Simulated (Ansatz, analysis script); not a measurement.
# Free-standing triangular Ni monolayer, spacing 2.778 Å: spin spirals and exchange, part 2 of 2

Wanted: E(q) and the moments of a free-standing triangular Ni monolayer, spacing 2.778 Å along a path through the zone.

Ansatz 0.2.0; PBEsol, PAW set soft_2 (files made for PBE).

So far. Step 4 (q = (0, 0, 0)): The largest moment is 0.985 μB, against 0.977 μB in the collinear run. Step 5 (q = (0.083, 0.083, 0)): The energy of the cell lies 19.1 meV above that at q = 0, and the largest moment is 0.962 μB against 0.985 μB.

**6. q = (0.167, 0, 0)**

Level of this step: Ansatz DFT, spin spiral by the generalised Bloch theorem, no spin-orbit coupling; PBEsol, PAW default (Ansatz).

File input.yaml:

```yaml
crystal:
  lattice:
    - [2.778, 0.0, 0.0]
    - [-1.389, 2.405819, 0.0]
    - [0.0, 0.0, 14.0]
  atoms:
    - { symbol: Ni, position: [0.0, 0.0, 0.5], spin: 0.98, spin_axis: [1.0, 0.0, 0.0] }
kpoints:
  mp_grid: { grid: [24, 24, 1] }
hamiltonian:
  xc: pbesol
scf:
  occupations: { method: fermi_dirac, width: 0.1 }
  max_iter: 120
  convergence: { dr2_threshold: 1.0e-08 }
basis:
  ecutwfc: 420.0
magnetization:
  noncollinear: true
  spin_spiral: { q: [0.16666667, 0.0, 0.0] }
checkpoint:
  read: start
```

Command:

```sh
$ ansatz run input.yaml --threads 1 --pin off --max-ram 3072MiB --backend cpu --events-out ev --progress --plain --runs-dir out
```

Numbers of over 12 decimals in the logs are rounded to 6 here.

What it wrote:

```text
[...]
Crystal: 1 atoms, lattice volume = 93.567 Å³
Basis set: ecut = 420 eV, 1847 PW (Γ)
Bands: 26, of which v1, the nominal top of the filled ones, is band 18 counted from 1 (17 counted from 0)
Symmetry: 4 space group operations
k-points: 157 of 576
[...]
SCF iter  11: F=-5802.690657 eV  HF=-5802.690657 eV  |F-HF|=1.06e-9  |Δ(HF+E_count)|=   9.71e-9  Δρ=2.38e-6  dr2=1.67e-9  dr2_m=8.15e-10  ethr=1.56e-11  |M|=8.98e-1 ∫|m|=1.02e0 μB  |m|>n=2.8e-2 m-floor=2.8e-2 τ_xc=1.2e-3 mc-row=2.8e-2 uncertified=2  ⟨swp⟩=1.0  Hψ=12386  notcnv=0
SCF 1 converged in 11 iterations: F = -5802.690657 eV  dr2 = 1.67e-9
[...]
SCF converged after 11 iterations
[...]
Magnetization: |M| = 0.8976 μB,  M = (+0.8976, -0.0000, +0.0000) μB
Absolute magnetization: 1.0182 μB (∫|m|, with the PAW one-centre terms)
  site 0: m = (+0.9538, -0.0000, +0.0000) μB, |m| = 0.9538 μB  (R = 1.15 Å)
Free energy (F): -5802.690657 eV
[...]
Internal energy: -5802.557021 eV  (E = F + TS)
E sigma→0 (E₀):  -5802.623839 eV
Entropy (-TS):   -0.133636 eV (-133.636 meV/atom)
Fermi energy:    -2.424249 eV
[...]
```

Wall time 2.1 min (1 thread of Arm Neoverse V1, shared host); peak memory 0.9 GiB.

The energy of the cell lies 24.2 meV above that at q = 0, and the largest moment is 0.954 μB against 0.985 μB.

**7. q = (0.333, 0, 0)**

Edit input.yaml of step 6 so:

```diff
@@ -19,3 +19,3 @@
   noncollinear: true
-  spin_spiral: { q: [0.16666667, 0.0, 0.0] }
+  spin_spiral: { q: [0.33333333, 0.0, 0.0] }
 checkpoint:
```

What it wrote:

```text
[...]
Crystal: 1 atoms, lattice volume = 93.567 Å³
Basis set: ecut = 420 eV, 1847 PW (Γ)
Bands: 26, of which v1, the nominal top of the filled ones, is band 18 counted from 1 (17 counted from 0)
Symmetry: 4 space group operations
k-points: 157 of 576
[...]
SCF iter  15: F=-5802.653839 eV  HF=-5802.653839 eV  |F-HF|=6.46e-11  |Δ(HF+E_count)|=   2.37e-9  Δρ=9.03e-7  dr2=1.98e-10  dr2_m=1.96e-10  ethr=1.01e-11  |M|=8.03e-1 ∫|m|=8.88e-1 μB  |m|>n=2.5e-2 m-floor=2.5e-2 τ_xc=7.9e-4 mc-row=2.5e-2  ⟨swp⟩=2.0  Hψ=12371  notcnv=0
SCF 1 converged in 15 iterations: F = -5802.653839 eV  dr2 = 1.98e-10
[...]
SCF converged after 15 iterations
[...]
Magnetization: |M| = 0.8035 μB,  M = (+0.8035, +0.0000, +0.0000) μB
Absolute magnetization: 0.8879 μB (∫|m|, with the PAW one-centre terms)
  site 0: m = (+0.8472, +0.0000, +0.0000) μB, |m| = 0.8472 μB  (R = 1.15 Å)
Free energy (F): -5802.653839 eV
[...]
Internal energy: -5802.499317 eV  (E = F + TS)
E sigma→0 (E₀):  -5802.576578 eV
Entropy (-TS):   -0.154522 eV (-154.522 meV/atom)
Fermi energy:    -2.412810 eV
[...]
```

The job ended after 2.5 min (1 thread; peak memory 0.92 GiB).

The energy of the cell lies 61.0 meV above that at q = 0, and the largest moment is 0.847 μB against 0.985 μB.

**8. q = (0.5, 0, 0)**

Edit input.yaml of step 7 so:

```diff
@@ -19,3 +19,3 @@
   noncollinear: true
-  spin_spiral: { q: [0.33333333, 0.0, 0.0] }
+  spin_spiral: { q: [0.5, 0.0, 0.0] }
 checkpoint:
```

What it wrote:

```text
[...]
Crystal: 1 atoms, lattice volume = 93.567 Å³
Basis set: ecut = 420 eV, 1847 PW (Γ)
Bands: 26, of which v1, the nominal top of the filled ones, is band 18 counted from 1 (17 counted from 0)
Symmetry: 4 space group operations
k-points: 157 of 576
[...]
SCF iter  15: F=-5802.643988 eV  HF=-5802.643988 eV  |F-HF|=2.40e-10  |Δ(HF+E_count)|=  1.33e-10  Δρ=1.20e-6  dr2=3.73e-10  dr2_m=2.97e-10  ethr=5.56e-11  |M|=7.64e-1 ∫|m|=8.27e-1 μB  |m|>n=2.5e-2 m-floor=2.5e-2 τ_xc=9.0e-5 mc-row=2.5e-2  ⟨swp⟩=1.9  Hψ=12113  notcnv=0
SCF 1 converged in 15 iterations: F = -5802.643988 eV  dr2 = 3.73e-10
[...]
SCF converged after 15 iterations
Magnetization: |M| = 0.7642 μB,  M = (+0.7642, +0.0000, +0.0000) μB
Absolute magnetization: 0.8271 μB (∫|m|, with the PAW one-centre terms)
  site 0: m = (+0.8036, +0.0000, +0.0000) μB, |m| = 0.8036 μB  (R = 1.15 Å)
Free energy (F): -5802.643988 eV
[...]
Internal energy: -5802.490817 eV  (E = F + TS)
E sigma→0 (E₀):  -5802.567402 eV
Entropy (-TS):   -0.153171 eV (-153.171 meV/atom)
Fermi energy:    -2.414558 eV
[...]
```

It took 2.4 min on 1 thread; peak memory 0.93 GiB.

The energy of the cell lies 70.8 meV above that at q = 0, and the largest moment is 0.804 μB against 0.985 μB.

The other 3 runs of this kind were made alike; their results stand in the table below.

**9. E(q)**

| q (reciprocal lattice) | path length (1/Å) | E(q) − E(0) (meV a magnetic atom) | \|m\| Ni no. 1 (μB) |
| --- | --- | --- | --- |
| (0, 0, 0) | 0.000 | 0.00 | 0.98 |
| (0.167, 0, 0) | 0.435 | 24.17 | 0.95 |
| (0.333, 0, 0) | 0.871 | 60.99 | 0.85 |
| (0.5, 0, 0) | 1.306 | 70.84 | 0.80 |
| (0.417, 0.167, 0) | 1.683 | 74.89 | 0.79 |
| (0.333, 0.333, 0) | 2.060 | 72.82 | 0.82 |
| (0.25, 0.25, 0) | 2.437 | 71.56 | 0.83 |
| (0.083, 0.083, 0) | 3.191 | 19.15 | 0.96 |
| (0, 0, 0) | 3.568 | 0.00 | 0.98 |

**10. A spin model**

For rigid moments E(q) is a sum of cosines over neighbour shells, so a fit gives the couplings, and from them an ordering temperature.

E = −Σ J e·e over ordered pairs (each pair twice, J > 0 for parallel moments) is fitted to 7 points (copies by symmetry counted).

The fitted shells:

| pair | distance (Å) | neighbours a magnetic atom | J (meV) |
| --- | --- | --- | --- |
| Ni-Ni | 2.778 | 6 | 7.815 |
| Ni-Ni | 4.812 | 6 | 1.351 |
| Ni-Ni | 5.556 | 6 | 0.5973 |
| Ni-Ni | 7.35 | 12 | -0.113 |

Numbers from this step:

| Quantity | Value |
| --- | --- |
| r.m.s. miss of the fit | 0.8594 meV |
| ordering temperature, mean field | 442.7 K |
| wavevector of the mean-field order | 0, 0, 0 reciprocal lattice |

**11. Results**

```yaml
lowest_point_of_the_path: q = 0
highest_point: 74.9 meV a magnetic atom
j_of_the_nearest_shell: 7.82 meV
mean_field_temperature: 443 K
```

In words: No spiral that was run lies below the ferromagnetic state at q = 0, and winding the moments costs up to 74.9 meV a magnetic atom. The moments change by at most 20 % from their size at q = 0, a modest change. The fit misses by 1.1 % of the energy range, so the shells describe the path well, though few points can't fix distant couplings. In a sheet or chain isotropic couplings alone give no order above 0 K (Mermin and Wagner), so the mean-field number is only an energy scale. The temperatures are those of classical unit spins, and mean field runs high. The 8 spiral runs took 19 min of wall time, added up. Energies are free energies at a smearing of 0.1 eV, and with partly filled levels differences shift, at times strongly, as the smearing goes to zero. The cell was taken as built, with atoms unrelaxed.

[Logs and program files are shortened in this print: banners, set-up blocks, solver, clock and traceback lines can be left out without a mark of their own.]

[Logs are printed without paths, hosts, clocks, repeated set-up lines and the standing remarks that a program may print on its own settings, such as how far it seeks lower states.]

[Hosts, paths, dates, database ids (printed as entryN), source tags and the programs' standing remarks are cut or masked in the printed files.]
